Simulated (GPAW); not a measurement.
# Dielectric function and optical constants of KGeF3 (model structure), part 2 of 2

Wanted: where KGeF3 (model structure) starts to absorb, how strongly, and its refractive index. The cell was made here by substitution or stacking, whether or not such a phase is known. It was built so: All Pb replaced by Ge and Rb replaced by K in the Pm-3m structure of RbPbF3. The cell given below was relaxed beforehand with Ansatz.

GPAW 26.7.0; DFT, LDA, plane-wave PAW (GPAW data sets), scalar-relativistic, RPA, optical limit.

So far. Step 2 (Ground state): There is a gap, 2.66 eV on this mesh (points off the mesh can give less), so no carriers' term is needed.

## 4. Dielectric function, RPA

Transitions between filled and empty bands, summed over the zone, give the optical response, so mesh, band count and broadening shape it.

The induced potential is part of this response.

This step: DFT, LDA, plane-wave PAW (GPAW data sets), scalar-relativistic, RPA, optical limit (GPAW 26.7.0).

df.py reads:

```python
from gpaw.response.df import DielectricFunction

df = DielectricFunction('full.gpw', frequencies={'type': 'nonlinear', 'domega0': 0.03, 'omega2': 8},
                        ecut=30,
                        eta=0.15,
                        nbands=41,
                        txt='df.txt')
for direction in ['x']:
    df.get_dielectric_function(xc='RPA', direction=direction, filename=f'df_{direction}.csv')
```

Started as:

```bash
> OMP_NUM_THREADS=1 python df.py
```

Numbers of over 12 decimals in the logs are rounded to 6 here.

What it wrote:

```text
Using integrator: PointIntegrator
NonLinearFrequencyDescriptor(from 0.000 to 52.232 eV, 471 points)
Nonperiodic BCs:  [False False False]
Using integrator: PointIntegrator
NonLinearFrequencyDescriptor(from 0.000 to 52.232 eV, 471 points)
Nonperiodic BCs:  [False False False]

Calculating chi0 body with:
    Ground state adapter containing:
    Number of spins: 1
    Number of kpoints: 216
    Number of irreducible kpoints: 20
    Number of completely occupied states: 17
    Number of partially occupied states: 17

    Linear response parametrization:
    q_c: [0.0, 0.0, 0.0]
    Number of frequency points: 471
    Planewave cutoff: 30.0
    Number of bands: 41
    Number of planewaves: 27
    Broadening (eta): 0.15

Integrating chi0 body.

Symmetries of q_c:
    Direct symmetries (Uq -> q): 48
    Indirect symmetries (TUq -> q): 0
In total 48 allowed symmetries.

20 groups of equivalent kpoints. 90.740741% reduction.

Integral kind: spectral function

Calculating chi0 optical extensions with:
    Ground state adapter containing:
    Number of spins: 1
    Number of kpoints: 216
    Number of irreducible kpoints: 20
    Number of completely occupied states: 17
    Number of partially occupied states: 17

    Linear response parametrization:
    Number of frequency points: 471
    Planewave cutoff: 30.0
    Number of bands: 41
    Number of planewaves: 27
    Broadening (eta): 0.15
Integrating chi0 head and wings.

Symmetries of q_c:
    Direct symmetries (Uq -> q): 48
    Indirect symmetries (TUq -> q): 0
In total 48 allowed symmetries.

20 groups of equivalent kpoints. 90.740741% reduction.

Integral kind: spectral function wings
```

Run time: 8.5 s. Hardware: 1 thread of Arm Neoverse N1, shared host; peak memory 0.24 GiB.

Numbers from this step:

- electronic dielectric constant ε∞, mean over x, y and z (by symmetry where fewer were run): 4.243

The Im ε, E ∥ x has structure finer than the step of the table below, so its rows give means over 0.5 eV, whole bins alone (the curve runs from 0 to 15.0 eV). Peaks (eV: height): 1.42: 1.80, 2.24: 3.17, 3.14: 3.00, 3.81: 4.22, 4.61: 2.98, 8.33: 3.06, 9.75: 2.17.

Sum at mesh points, not converged in k; values under the direct gap are tails of Lorentzian lines. Im ε, E ∥ x against photon energy; means over each step:

```csv
photon energy (eV),"Im ε, E ∥ x"
0.5,0.0663
1.0,0.322
1.5,1.19
2.0,1.54
2.5,1.58
3.0,2.63
3.5,2.62
4.0,3.27
4.5,2.52
5.0,2.49
5.5,1.53
6.0,1.37
6.5,0.646
7.0,0.728
7.5,1.25
8.0,2.12
8.5,2.57
9.0,1.62
9.5,1.70
10.0,1.43
10.5,0.811
11.0,0.954
11.5,1.09
12.0,1.45
12.5,1.45
13.0,1.39
13.5,1.29
14.0,1.07
14.5,0.996
```

The reflectivity at normal incidence, E ∥ x has structure finer than the step of the table below, so its rows give means over 0.5 eV, whole bins alone (the curve runs from 0 to 15.0 eV). Peaks (eV: height): 1.35: 16.0, 2.17: 18.7, 2.90: 17.6, 3.81: 20.9, 4.61: 15.7, 8.39: 16.7, 9.82: 14.2.

Sum at mesh points, not converged in k. Reflectivity at normal incidence, E ∥ x against photon energy; means over each step:

```csv
photon energy (eV),"reflectivity at normal incidence, E ∥ x (%)"
0.5,12.4
1.0,13.9
1.5,13.5
2.0,16.0
2.5,12.6
3.0,16.5
3.5,15.3
4.0,17.0
4.5,13.4
5.0,14.1
5.5,8.79
6.0,6.83
6.5,2.83
7.0,5.04
7.5,8.16
8.0,11.7
8.5,15.0
9.0,9.33
9.5,8.97
10.0,10.5
10.5,3.57
11.0,3.99
11.5,4.99
12.0,7.13
12.5,7.52
13.0,7.45
13.5,7.37
14.0,5.79
14.5,4.74
```

The loss function −Im 1/ε at q → 0, E ∥ x has structure finer than the step of the table below, so its rows give means over 0.5 eV, whole bins alone (the curve runs from 0 to 15.0 eV). Peaks (eV: height): 2.32: 0.158, 4.29: 0.288, 5.61: 0.484, 6.23: 0.498, 8.96: 0.456, 10.10: 0.696, 14.04: 0.582.

Sum at mesh points, not converged in k; values under the direct gap are tails of Lorentzian lines. Table of loss function −Im 1/ε at q → 0, E ∥ x by energy loss; means over each step:

energy loss (eV), loss function −Im 1/ε at q → 0, E ∥ x and a bar:
```
      0.5      0.003 
      1.0      0.013 
      1.5      0.058 ###
      2.0      0.053 ##
      2.5      0.097 #####
      3.0      0.111 #####
      3.5      0.128 ######
      4.0      0.218 ###########
      4.5      0.236 ############
      5.0      0.316 ################
      5.5      0.443 ######################
      6.0      0.381 ###################
      6.5      0.276 ##############
      7.0      0.131 ######
      7.5      0.143 #######
      8.0      0.183 #########
      8.5      0.327 ################
      9.0      0.442 ######################
      9.5      0.357 ##################
     10.0      0.604 ##############################
     10.5      0.474 ########################
     11.0      0.358 ##################
     11.5      0.281 ##############
     12.0      0.347 #################
     12.5      0.416 #####################
     13.0      0.459 #######################
     13.5      0.531 ##########################
     14.0      0.566 ############################
     14.5      0.509 #########################
```

The Im ε, E ∥ x has structure finer than the step of the table below, so its rows give means over 0.5 eV, whole bins alone (the curve runs from 0 to 15.0 eV). Peaks (eV: height): without local fields 1.42: 2.00, 2.21: 3.65, 3.14: 3.52, 3.81: 4.69, 4.56: 3.22, 8.33: 3.11, 9.75: 2.26; with local fields 1.42: 1.80, 2.24: 3.17, 3.14: 3.00, 3.81: 4.22, 4.61: 2.98, 8.33: 3.06, 9.75: 2.17.

Sum at mesh points, not converged in k; values under the direct gap are tails of Lorentzian lines. Table of Im ε, E ∥ x by photon energy; means over each step:

```csv
photon energy (eV),without local fields,with local fields
0.5,0.0749,0.0663
1.0,0.363,0.322
1.5,1.33,1.19
2.0,1.81,1.54
2.5,1.80,1.58
3.0,3.13,2.63
3.5,3.10,2.62
4.0,3.55,3.27
4.5,2.70,2.52
5.0,2.48,2.49
5.5,1.33,1.53
6.0,1.23,1.37
6.5,0.559,0.646
7.0,0.700,0.728
7.5,1.21,1.25
8.0,2.13,2.12
8.5,2.59,2.57
9.0,1.65,1.62
9.5,1.76,1.70
10.0,1.51,1.43
10.5,0.874,0.811
11.0,1.05,0.954
11.5,1.29,1.09
12.0,1.64,1.45
12.5,1.56,1.45
13.0,1.52,1.39
13.5,1.39,1.29
14.0,1.16,1.07
14.5,1.04,0.996
```

Optical constants at common wavelengths, from n + ik = √ε:

```csv
wavelength (nm),n,k,R (%),1/α
1064,2.24,0.116,14.8,728 nm
800,1.98,0.299,11.7,213 nm
532,1.86,0.631,13.3,67 nm
405,2.09,0.671,16.4,48 nm
365,1.96,0.529,13.2,55 nm
308,1.71,0.844,15.1,29 nm
193,1.16,0.282,2.2,54 nm
```

Below the direct gap, k and the depth come from the tails of the Lorentzian lines, not from transitions.

Rows near the edge hang on the gap, which this functional as a rule makes too small, and phonon-assisted absorption is left out.

## 5. Outcome

| Property | Result |
| --- | --- |
| electronic dielectric constant ε∞, mean over x, y and z (by symmetry where fewer were run) (RPA) | 4.24 |

**Reading.** At this level (LDA, RPA) KGeF3 has ε∞ = 4.24 and n = 2.13 at 1550 nm. On the mesh the gap is 1.42 eV and the least direct gap 1.42 eV. Local fields change the static value along x from 4.54 to 4.24 (-6 %). Excitons and phonon-assisted transitions are missing; LDA gaps are as a rule too small, which pulls the onset down and ε∞ up. In this version of GPAW the matrix elements of the optical limit are incomplete, which can lower ε − 1 by up to a tenth where first-row anions or d states rule, and shift it by more in d metals. The sum runs over mesh points 0.24 Å⁻¹ apart with no interpolation, so peaks are partly noise of the mesh and static values carry its error.

[Machine, clock and banner lines and Python warnings are left out of the logs.]

[Logs are printed without paths, hosts, clocks, repeated set-up lines and the standing remarks that a program may print on its own settings, such as how far it seeks lower states.]

[Hosts, paths, dates, database ids (printed as entryN), source tags and the programs' standing remarks are cut or masked in the printed files.]
